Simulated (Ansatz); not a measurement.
# H on Ni(100): change of the work function, part 3 of 4

Wanted: Δφ(θ) for H/Ni(100), starting from the hollow site.

Ansatz 0.2.0; plane-wave DFT, PBE, Ansatz PAW.

So far, work function, upper face (eV): step 2 (the clean slab) 4.88; step 3 (37 atoms, coverage 0.111 ML, cell 3x3) 4.90.

### Step 4. The covered slab, k-mesh 6×6×1, coverage 0.25 ML

System of this step: Ni16H (H/Ni(100)). The cell holds 17 atoms: 16 Ni and 1 H. Its edges and angles: a = 4.978 Å, b = 4.978 Å, c = 23.836 Å, α = 90.0°, β = 90.0°, γ = 90.0°. Vacuum lies along c.

Another coverage, to see how the dipoles act on each other as their distance changes.

File input.yaml:

```yaml
crystal:
  lattice:
    - [4.9780317396, 0.0, 0.0]
    - [0.0, 4.9780317396, 0.0]
    - [0.0, 0.0, 23.8356216066]
  atoms:
    - { symbol: Ni, position: [0.25, 0.25, 0.377586125], spin: 0.76 }
    - { symbol: Ni, position: [0.0, 0.0, 0.4514251895], spin: 0.69 }
    - { symbol: Ni, position: [0.25, 0.25, 0.526193492], spin: 0.7 }
    - { symbol: Ni, position: [0.0, 0.0, 0.5972414666], spin: 0.76 }
    - { symbol: Ni, position: [0.25, 0.75, 0.377586125], spin: 0.76 }
    - { symbol: Ni, position: [0.0, 0.5, 0.4514251895], spin: 0.69 }
    - { symbol: Ni, position: [0.25, 0.75, 0.526193492], spin: 0.7 }
    - { symbol: Ni, position: [0.0, 0.5, 0.5972414666], spin: 0.76 }
    - { symbol: Ni, position: [0.75, 0.25, 0.377586125], spin: 0.76 }
    - { symbol: Ni, position: [0.5, 0.0, 0.4514251895], spin: 0.69 }
    - { symbol: Ni, position: [0.75, 0.25, 0.526193492], spin: 0.7 }
    - { symbol: Ni, position: [0.5, 0.0, 0.5972414666], spin: 0.76 }
    - { symbol: Ni, position: [0.75, 0.75, 0.377586125], spin: 0.76 }
    - { symbol: Ni, position: [0.5, 0.5, 0.4514251895], spin: 0.69 }
    - { symbol: Ni, position: [0.75, 0.75, 0.526193492], spin: 0.7 }
    - { symbol: Ni, position: [0.5, 0.5, 0.5972414666], spin: 0.76 }
    - { symbol: H, position: [0.25, 0.25, 0.622413875] }
magnetization:
  spin_polarized: true
kpoints:
  mp_grid: { grid: [6, 6, 1] }
hamiltonian:
  xc: pbe
scf:
  occupations: { method: fermi_dirac, width: 0.1 }
  convergence: { dr2_threshold: 1.0e-08 }
efield:
  axis: 3
  dipole_correction: true
  ramp_position: 0.97
  ramp_width: 0.06
relax:
  f_tol: 0.02
  max_steps: 60
  constraints: [{ sites: [0, 1, 4, 5, 8, 9, 12, 13] }]
output:
  dos: { projected: true, e_range: [-8, 4] }
  write_potential: true
  write_density: true
  volumetric_format: npy
  elf: true
```

Started as:

```sh
$ ansatz run input.yaml --threads 4 --pin off --max-ram 16384MiB --backend cpu --events-out ev --progress --plain --runs-dir out
```

Output:

```text
[...]
Crystal: 17 atoms, lattice volume = 590.666 Å³
Basis set: ecut = 420 eV, 11563 PW (Γ), exchange–correlation on 72×72×320 points (8 copies of the dense FFT grid, shifted against one another)
Bands: 181, of which v1, the nominal top of the filled ones, is band 145 counted from 1 (144 counted from 0)
Symmetry: 8 space group operations
k-points: 10 of 36
[...]
Starting moments: Σ|m| = 11.64 μB on 16 of 17 sites
[...]
SCF iter   1: F=—  HF=-93429.282679 eV  |F-HF|=—  |Δ(HF+E_count)|=         —  Δρ=2.36e-2 (↑1.30e-2 ↓2.36e-2)  dr2=1.41e1  dr2_m=9.15e-1  M=12.217 μB ∫|m|=12.770 μB  β_m=1.00  ethr=3.10e-3  p=-0.000 e·Å  D=-7.44e-7 V/Å  ΔV_dip=0.00 eV  dr2_dipole=2.08e-2  V_vac-E_F(+/−)=7.12/7.12 eV  ⟨swp⟩=9.9  Hψ=18215  notcnv=0  defer=216
[...]
SCF iter  17: F=-93445.367608 eV  HF=-93445.367608 eV  |F-HF|=2.04e-10  |Δ(HF+E_count)|=   2.75e-9  Δρ=4.54e-7 (↑2.00e-7 ↓4.54e-7)  dr2=4.32e-9  dr2_m=2.31e-10  M=10.443 μB ∫|m|=11.878 μB  ethr=3.46e-12  p=-0.006 e·Å  D=-1.75e-3 V/Å  ΔV_dip=0.04 eV  dr2_dipole=1.16e-9  V_vac-E_F(+/−)=4.93/4.89 eV  ⟨swp⟩=15.8  Hψ=29648  notcnv=0
SCF 1 converged in 17 iterations: F = -93445.367608 eV  dr2 = 4.32e-9
[...]
relax step   1: F+E_penalty+E_count = -93445.36760788 eV  Δ(F+E_penalty+E_count) = +0.000e0 eV  max|allowed force component| = 3.585e-1 eV/Å  Δτ_max = 0.0000 Å  (17 SCF iters, accepted)
[...]
SCF iter  11: F=-93445.376547 eV  HF=-93445.376547 eV  |F-HF|=3.87e-9  |Δ(HF+E_count)|=   1.38e-8  Δρ=7.89e-7 (↑5.72e-7 ↓7.89e-7)  dr2=8.21e-9  dr2_m=2.13e-10  M=10.441 μB ∫|m|=11.874 μB  ethr=1.00e-12  p=-0.005 e·Å  D=-1.65e-3 V/Å  ΔV_dip=0.04 eV  dr2_dipole=1.48e-10  V_vac-E_F(+/−)=4.93/4.89 eV  ⟨swp⟩=10.9  Hψ=26643  notcnv=0
SCF 2 converged in 11 iterations: F = -93445.376547 eV  dr2 = 8.21e-9
relax step   2: F+E_penalty+E_count = -93445.37654690 eV  Δ(F+E_penalty+E_count) = -8.939e-3 eV  max|allowed force component| = 2.552e-1 eV/Å  Δτ_max = 0.0103 Å  (11 SCF iters, accepted)
SCF iter   1: F=—  HF=-93445.385975 eV  |F-HF|=—  |Δ(HF+E_count)|=         —  Δρ=8.83e-4 (↑6.45e-4 ↓8.83e-4)  dr2=1.03e-2  dr2_m=9.37e-4  M=10.437 μB ∫|m|=11.868 μB  β_m=1.00  ethr=3.09e-5  p=-0.005 e·Å  D=-1.65e-3 V/Å  ΔV_dip=0.04 eV  dr2_dipole=7.49e-4  V_vac-E_F(+/−)=4.94/4.90 eV  ⟨swp⟩=3.1  Hψ=8312  notcnv=0  defer=377
[...]
SCF iter  14: F=-93445.384489 eV  HF=-93445.384489 eV  |F-HF|=7.90e-9  |Δ(HF+E_count)|=   3.99e-9  Δρ=6.94e-7 (↑1.30e-7 ↓6.94e-7)  dr2=8.15e-9  dr2_m=5.04e-10  M=10.443 μB ∫|m|=11.873 μB  ethr=1.00e-12  p=-0.005 e·Å  D=-1.63e-3 V/Å  ΔV_dip=0.04 eV  dr2_dipole=1.63e-9  V_vac-E_F(+/−)=4.93/4.89 eV  ⟨swp⟩=11.2  Hψ=22895  notcnv=0
SCF 3 converged in 14 iterations: F = -93445.384489 eV  dr2 = 8.15e-9
[...]
relax step   3: F+E_penalty+E_count = -93445.38448943 eV  Δ(F+E_penalty+E_count) = -7.943e-3 eV  max|allowed force component| = 1.806e-2 eV/Å  Δτ_max = 0.0254 Å  (14 SCF iters, accepted)
[...]
SCF converged after 14 iterations
Magnetization: 10.4425 μB (149.7213 up, 139.2787 down)
Absolute magnetization: 11.8837 μB (∫|ρ↑−ρ↓|, with the PAW one-centre terms)
[...]
Per-site moments (μB) at R_I (Å): [(0.766262, 1.026719), (0.694722, 1.023061), (0.697563, 0.956699), (0.602024, 0.759363), (0.761007, 1.026719), (0.694722, 1.023061), (0.716208, 1.015507), (0.602024, 0.759363), (0.761007, 1.026719), (0.694722, 1.023061), (0.716208, 1.015507), (0.602024, 0.759363), (0.753523, 1.026719), (0.694722, 1.023061), (0.611204, 1.009278), (0.602024, 0.759363), (-0.00989139, 0.759363)]
Free energy (F): -93445.384489 eV
[...]
Internal energy: -93444.432149 eV  (E = F + TS)
E sigma→0 (E₀):  -93444.908319 eV
Entropy (-TS):   -0.952341 eV (-56.020 meV/atom)
Fermi energy:    1.987960 eV
Dipole field:    D = -0.001664 V/Å  (p = -0.005431 e·Å, saw-weighted, corrected)
Work function:   Φ+ = 4.9311 eV   Φ− = 4.8914 eV
[...]
--- Forces (eV/Å), atoms counted from 1 ---
  atom   1  Ni     0.00000000     0.00000000     0.31184558
  atom   2  Ni    -0.03521672    -0.03521672    -0.32899479
  atom   3  Ni     0.00000000     0.00000000    -0.00779931
  atom   4  Ni     0.00648866     0.00648866    -0.00261179
  atom   5  Ni    -0.00000000     0.00000000     0.32458869
  atom   6  Ni    -0.03521672     0.03521672    -0.32899479
  atom   7  Ni     0.00000000     0.00000000     0.00302228
  atom   8  Ni     0.00648866    -0.00648866    -0.00261179
  atom   9  Ni     0.00000000     0.00000000     0.32458869
  atom  10  Ni     0.03521672    -0.03521672    -0.32899479
  atom  11  Ni     0.00000000     0.00000000     0.00302228
  atom  12  Ni    -0.00648866     0.00648866    -0.00261179
  atom  13  Ni    -0.00000000     0.00000000     0.33107754
  atom  14  Ni     0.03521672     0.03521672    -0.32899479
  atom  15  Ni     0.00000000     0.00000000     0.01806324
  atom  16  Ni    -0.00648866    -0.00648866    -0.00261179
  atom  17  H      0.00000000     0.00000000     0.01806387
  max |Σ_I F_I| component: 4.65e-5 eV/Å
--- Band table (eV; the first three rows and the last of 20) ---
  k-point 0 ↑: bands = [... 141 lower, 1.4499, 1.4499, 1.5170, 1.5203, 1.5414, 1.7970, 1.8246, 2.1791, ... 32 higher]
  k-point 1 ↑: bands = [... 141 lower, 1.4040, 1.4085, 1.4087, 1.4282, 1.4788, 1.6562, 1.6829, 1.8159, ... 32 higher]
  k-point 2 ↑: bands = [... 141 lower, 1.3333, 1.3736, 1.3830, 1.3935, 1.4302, 1.4680, 1.4755, 1.5037, ... 32 higher]
  k-point 9 ↓: bands = [... 141 lower, 1.7823, 1.8021, 1.8040, 2.2364, 2.2364, 2.2740, 2.2749, 2.3109, ... 32 higher]
--- Relaxed structure (3 steps of the walk, 3 accepted, 0 SCFs on fresh bases) ---
  F+E_penalty+E_count = -93445.38448943 eV   max|allowed force component| = 1.806e-2 eV/Å
  atoms:
    - { symbol: Ni, position: [0.25, 0.25, 0.377586] }
    - { symbol: Ni, position: [0.0, 0.0, 0.451425] }
    - { symbol: Ni, position: [0.25, 0.25, 0.524737] }
    - { symbol: Ni, position: [0.00149903, 0.00149903, 0.598002] }
    - { symbol: Ni, position: [0.25, 0.750000, 0.377586] }
    - { symbol: Ni, position: [0.0, 0.5, 0.451425] }
    - { symbol: Ni, position: [0.25, 0.750000, 0.525786] }
    - { symbol: Ni, position: [0.00149903, 0.498501, 0.598002] }
    - { symbol: Ni, position: [0.750000, 0.25, 0.377586] }
    - { symbol: Ni, position: [0.5, 0.0, 0.451425] }
    - { symbol: Ni, position: [0.750000, 0.25, 0.525786] }
    - { symbol: Ni, position: [0.498501, 0.00149903, 0.598002] }
    - { symbol: Ni, position: [0.750000, 0.750000, 0.377586] }
    - { symbol: Ni, position: [0.5, 0.5, 0.451425] }
    - { symbol: Ni, position: [0.750000, 0.750000, 0.527155] }
    - { symbol: Ni, position: [0.498501, 0.498501, 0.598002] }
    - { symbol: H, position: [0.25, 0.25, 0.622040] }
```

It took 6.1 min on 4 threads of Arm Neoverse V1, shared host; peak memory 3.5 GiB; 24 min of CPU time.

Step by step:

```csv
step,energy less that of the first step (eV),largest force component (eV/Å)
1,0.0000,0.3585
2,-0.0089,0.2552
3,-0.0169,0.0181
```

Forces are held to the 8 operations that the program found; a distortion that breaks them can't arise in this run.

The atoms that moved most (Å):

```csv
atom,dx,dy,dz,length
Ni3,0.000,0.000,-0.035,0.035
Ni15,0.000,0.000,0.023,0.023
Ni4,0.007,0.007,0.018,0.021
Ni8,0.007,-0.007,0.018,0.021
Ni12,-0.007,0.007,0.018,0.021
Ni16,-0.007,-0.007,0.018,0.021
Ni11,0.000,0.000,-0.010,0.010
Ni7,0.000,0.000,-0.010,0.010
```

Final coordinates:

```
Ni H
1.0
     4.97803    0.00000    0.00000
     0.00000    4.97803    0.00000
     0.00000    0.00000   23.83562
Ni H
16 1
Direct
  0.25000 0.25000 0.37759
  0.00000 0.00000 0.45143
  0.25000 0.25000 0.52474
  0.00150 0.00150 0.59800
  0.25000 0.75000 0.37759
  0.00000 0.50000 0.45143
  0.25000 0.75000 0.52579
  0.00150 0.49850 0.59800
  0.75000 0.25000 0.37759
  0.50000 0.00000 0.45143
  0.75000 0.25000 0.52579
  0.49850 0.00150 0.59800
  0.75000 0.75000 0.37759
  0.50000 0.50000 0.45143
  0.75000 0.75000 0.52715
  0.49850 0.49850 0.59800
  0.25000 0.25000 0.62204
```

Read from the output:

```
energy at zero smearing        : -93444.9083 eV
total moment                   : 10.44 μB
work function, upper face      : 4.931 eV
work function, lower face      : 4.891 eV
dipole along the normal        : -0.005431 e·Å
step between the vacuum levels : 0.03967 eV
```

The density of states has structure finer than the step of the table below, so its rows give means over 0.5 eV. Peaks (eV: height): total -2.23: 61.7, -1.68: 52.0, -1.53: 60.9, -1.44: 55.7, -1.17: 52.4, -0.93: 71.8, -0.60: 75.2; up -2.29: 39.8, -2.23: 46.9, -1.62: 32.6, -1.17: 33.6, -0.93: 34.4, -0.84: 40.0, -0.60: 52.2; down -1.53: 39.3, -1.44: 34.8, -1.02: 33.4, -0.93: 37.4, -0.66: 34.0, -0.12: 35.8, 0.27: 36.4.

The density of states by energy, zero at the Fermi level; means over each step; values in states/eV a cell:

```
energy (eV)  total     up   down
       -7.5   1.79  0.907  0.882
       -7.0   2.96   1.49   1.47
       -6.5   1.26  0.639  0.617
       -6.0   2.63   1.39   1.23
       -5.5   3.60   1.85   1.75
       -5.0   4.37   2.70   1.68
       -4.5   8.34   5.43   2.91
       -4.0   17.6   11.9   5.70
       -3.5   23.0   13.5   9.53
       -3.0   27.7   14.7   13.0
       -2.5   31.5   19.1   12.4
       -2.0   36.6   21.5   15.2
       -1.5   45.5   24.2   21.3
       -1.0   51.4   30.6   20.8
       -0.5   42.6   18.7   23.8
        0.0   30.3   3.30   27.0
        0.5   11.5   2.16   9.32
        1.0   6.10   3.17   2.94
        1.5   5.98   2.51   3.47
```

Projected DOS per atom over height of the atomic layer and energy from the Fermi level. Layers: Ni4 Ni4 Ni4 Ni4 H from below.

Ten even steps from '_' (0.01 states/eV) to '@' (4.06 states/eV), each cell a mean:
```
__________
__________
__________
::::::::__
++--====__
##++++##__
@@****@@__
%%****##__
**====**__
++****++__
--====--__
::==++::__
::====::__
..::::..__
__....____
__________
__________
__________
__________
________..
________..
__________
```
Columns: height of the atomic layer (Å) from 9 to 14.8 (not evenly spaced); rows upwards: energy from the Fermi level (eV) from -7.96 to 1.95.

Projected DOS per atom, spin up over height of the atomic layer and energy from the Fermi level. Layers: Ni4 Ni4 Ni4 Ni4 H from below.

Ten even steps from '_' (0.01 states/eV) to '@' (2.35 states/eV), each cell a mean:
```
__________
__________
__________
__________
__________
====++++__
@@****@@__
##++++##__
##----**__
********__
======--__
::----::__
::++++::__
..----..__
__....____
__________
__________
__________
__________
__________
________..
__________
```
Columns: height of the atomic layer (Å) from 9 to 14.8 (not evenly spaced); rows upwards: energy from the Fermi level (eV) from -7.96 to 1.95.

Projected DOS per atom, spin down over height of the atomic layer and energy from the Fermi level. Layers: Ni4 Ni4 Ni4 Ni4 H from below.

Ten even steps from '0' (0.01 states/eV) to '9' (2.00 states/eV), each cell a mean:
```
00000
00000
00000
44430
96780
86590
85470
75670
45540
44440
23320
25520
12210
12200
00100
00000
00000
00000
00000
00001
00001
00000
```
Columns: height of the atomic layer (Å) from 9 to 14.8 (not evenly spaced); rows upwards: energy from the Fermi level (eV) from -7.96 to 1.95.

Site moment by atom:

```
atom  site moment (μB)
 Ni1             0.766
 Ni2             0.695
 Ni3             0.698
 Ni4             0.602
 Ni5             0.761
 Ni6             0.695
 Ni7             0.716
 Ni8             0.602
 Ni9             0.761
Ni10             0.695
Ni11             0.716
Ni12             0.602
Ni13             0.754
Ni14             0.695
Ni15             0.611
Ni16             0.602
 H17            -0.010
```

Spin density in the ca plane at fractional y = 0.250, with atoms of Ni and H within 0.2 Å of it.

Ten even steps from '0' (0.0 e/Å³) to '9' (2.3 e/Å³), each cell a mean:
```
00000000000000000000000000000000000000000000
00000001000000000100000000000000000000000000
00000028300000005710000000000000000000000000
00000027200000004610000000000000000000000000
00000001000000000100000000000000000000000000
00000000000000000000000000000000000000000000
00000000000000000000000000000000000000000000
00000000000000000000000000000000000000000000
00000013100000002300000000000000000000000000
00000039300000006810000000000000000000000000
00000013100000002300000000000000000000000000
00000000000000000000000000000000000000000000
00000000000000000000000000000000000000000000
```
Columns run along c (16.0 Å, from fractional 0.27 to 0.95 of the cell), rows up along a (5.0 Å). Atoms in or near the plane, at fractional coordinates: Ni at (0.38, 0.25), Ni at (0.52, 0.25), Ni at (0.38, 0.75), Ni at (0.53, 0.75), H at (0.62, 0.25).

ELF in the ca plane at fractional y = 0.250, with atoms of Ni and H within 0.2 Å of it. It is the smooth field of the valence electrons, not physical close to the nuclei.

Ten even steps from '0' (0.00) to '9' (0.99), each cell a mean:
```
00112211122222221122222221100000000000000000
00011123222222222321222221100000000000000000
00011245422222125532222221000000000000000000
00011245422222124532222221000000000000000000
00011123222222222322222221100000000000000000
00112222222222222222222221100000000000000000
00112222222222322223222222100000000000000000
00011122222222212212223553200000000000000000
00011234322222124421237986310000000000000000
00011246421222135631149998410000000000000000
00011234322222123421237986310000000000000000
00011122122222212212223453200000000000000000
00112222222222322223222222100000000000000000
```
Columns run along c (16.0 Å, from fractional 0.27 to 0.95 of the cell), rows up along a (5.0 Å). Atoms in or near the plane, at fractional coordinates: Ni at (0.38, 0.25), Ni at (0.52, 0.25), Ni at (0.38, 0.75), Ni at (0.53, 0.75), H at (0.62, 0.25).

Electrostatic potential energy in the ca plane at fractional y = 0.250, with atoms of Ni and H within 0.2 Å of it. With pseudopotentials it is smooth inside the atoms' cores, unlike the true potential.

Values in eV, 7 rows by 16 columns, each cell a mean:
```
  7   4 -16  -3   2  -4 -15   2   4   6   7   7   7   7   7   7
  7   0 -51 -21   4 -24 -49   1   6   7   7   7   7   7   7   7
  7   3 -26  -8   3  -9 -25   2   4   6   7   7   7   7   7   7
  7   5  -1   2   1   1  -1   2   2   6   7   7   7   7   7   7
  7   2 -39 -14   4 -17 -37   1  -7   6   7   7   7   7   7   7
  7   1 -46 -18   4 -22 -44   0 -14   5   7   7   7   7   7   7
  7   5  -5   0   2   0  -5   2   2   6   7   7   7   7   7   7
```
Columns run along c (16.0 Å, from fractional 0.27 to 0.95 of the cell; values clipped at the 3rd and 97th percentile), rows up along a (5.0 Å). Atoms in or near the plane, at fractional coordinates: Ni at (0.38, 0.25), Ni at (0.52, 0.25), Ni at (0.38, 0.75), Ni at (0.53, 0.75), H at (0.62, 0.25).

The relaxation took 3 steps and lowered the energy by 0.017 eV; the largest force on the free atoms ends at 0.018 eV/Å.

By hand: a sheet of dipoles makes a step −p/(ε₀A) in the electron's potential. With e/ε₀ = 180.95 V·Å, p = -0.005431 e·Å and A = 24.78 Å², that is −180.95 × (-0.005431) / 24.78 = +0.040 eV, and the two vacuum levels of the run differ by +0.040 eV.

The covered face has 4.93 eV, +0.05 eV against the clean one; the bare back face has moved by +0.01 eV, a measure of how thin the slab is.

### Step 5. Adsorbate added, k-mesh 6×6×1, coverage 0.5 ML

System of this step: Ni8H (H/Ni(100)). The cell holds 18 atoms: 16 Ni and 2 H. Cell: a = 4.978 Å, b = 4.978 Å, c = 23.836 Å, α = 90.0°, β = 90.0°, γ = 90.0°. Vacuum lies along c.

Another coverage, to see how the dipoles act on each other as their distance changes.

Edit input.yaml of step 4 so:

```diff
@@ -23,2 +23,3 @@
     - { symbol: H, position: [0.25, 0.25, 0.622413875] }
+    - { symbol: H, position: [0.75, 0.75, 0.622413875] }
 magnetization:
```

Output:

```text
[...]
Crystal: 18 atoms, lattice volume = 590.666 Å³
Basis set: ecut = 420 eV, 11563 PW (Γ), exchange–correlation on 72×72×320 points (8 copies of the dense FFT grid, shifted against one another)
Bands: 181, of which v1, the nominal top of the filled ones, is band 145 counted from 1 (144 counted from 0)
[...]
- { symbol: Ni, position: [0.750000, 0.750000, 0.377586] }
    - { symbol: Ni, position: [0.5, 0.5, 0.451425] }
    - { symbol: Ni, position: [0.750000, 0.750000, 0.525734] }
    - { symbol: Ni, position: [0.5, 0.5, 0.598826] }
    - { symbol: H, position: [0.25, 0.25, 0.621435] }
    - { symbol: H, position: [0.750000, 0.750000, 0.621435] }
[key lines of the parts left out:]
SCF converged after 12 iterations
Magnetization: 9.9911 μB (149.9955 up, 140.0045 down)
Free energy (F): -93461.781886 eV
Fermi energy:    1.989125 eV
Dipole field:    D = -0.004128 V/Å  (p = -0.013475 e·Å, saw-weighted, corrected)
Work function:   Φ+ = 5.0083 eV   Φ− = 4.9099 eV
```

Run time: 5.9 min. Hardware: 4 threads; peak memory 3.5 GiB.

[end of part 3 of 4]

[Long decimals in the printed logs are rounded to 6 places.]

[Logs are printed without paths, hosts, clocks, repeated set-up lines and the standing remarks that a program may print on its own settings, such as how far it seeks lower states.]

[Hosts, paths, dates, database ids (printed as entryN), source tags and the programs' standing remarks are cut or masked in the printed files.]

[Maps of the electrostatic potential energy from Ansatz leave out the sawtooth potential of an applied field or a dipole correction, so their vacuum need not be flat; planar profiles and work functions include it.]

[The density of states shown here was stored with 400 of the rows of the run's finer table, so its peaks can read low, often by over a quarter, or be missed, and its means over a window can be off by a tenth or more.]
